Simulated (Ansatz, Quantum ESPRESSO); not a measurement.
# MoS2 [001], 2H: uniaxial strain and lateral response

The c axis is held at a set length while the cell relaxes sideways. How do the lateral strain and the stress follow? The strained cell has c along the load; unstrained it is a = 3.1470 Å, b = 3.1470 Å, c = 12.0682 Å, α = 90.00°, β = 90.00°, γ = 120.00°, with 6 atoms.

Calculated with Quantum ESPRESSO 7.5, PBE-D3(BJ), GBRV 1.5 ultrasoft potentials, cutoff 680 eV, Fermi–Dirac smearing 0.02 eV, k-mesh 10×10×3, no spin polarisation, no spin-orbit coupling.

Relaxed positions at 0 %:

```csv
atom,x,y,z
Mo,0.3333,0.6667,0.2500
Mo,0.6667,0.3333,0.7500
S,0.3333,0.6667,0.6203
S,0.6667,0.3333,0.1203
S,0.3333,0.6667,0.8797
S,0.6667,0.3333,0.3797
```

```csv
ε_c (%),a (Å),c (Å),ε_a (%),"σ (GPa, tension positive)"
−3,3.1517,11.7061,0.148,−2.45
−1,3.1483,11.9475,0.039,−0.67
0,3.1470,12.0682,0.000,0.00
1,3.1458,12.1889,−0.038,0.60
2,3.1449,12.3095,−0.068,1.07
3,3.1441,12.4302,−0.092,1.46
```

**Question.** Fit both responses and give the free strain and the stress at −2 %, a row left out above.

Least squares with y = y0 + y1 ε + y2 ε² (ε in %) gives ε_a = −0.002 + (−0.0398) ε + (0.0033) ε² and σ = 0.01 + (0.649) ε + (−0.056) ε² GPa. The linear terms put the ratio of free to applied strain at −0.040 and the Young modulus at 65 GPa.

At −2 % the free strain comes out as 0.091 %. The run itself gives 0.090 %, so the estimate misses by 0.001 %, a rounding's worth.

The stress comes out as −1.51 GPa. The run itself gives −1.49 GPa, so the estimate misses by 0.02 GPa; the fitted rows themselves lie up to 0.02 GPa off the law.

The negative ε² term means that the crystal stiffens in compression and softens in tension.

The same fit over all rows at other levels or in other programs gives the strain ratio = −0.037 with PBE-D3(BJ) (Ansatz) and −0.038 with PBE-D3(BJ) (Quantum ESPRESSO, PseudoDojo).

[Logs are printed without paths, hosts, clocks, repeated set-up lines and the standing remarks that a program may print on its own settings, such as how far it seeks lower states.]
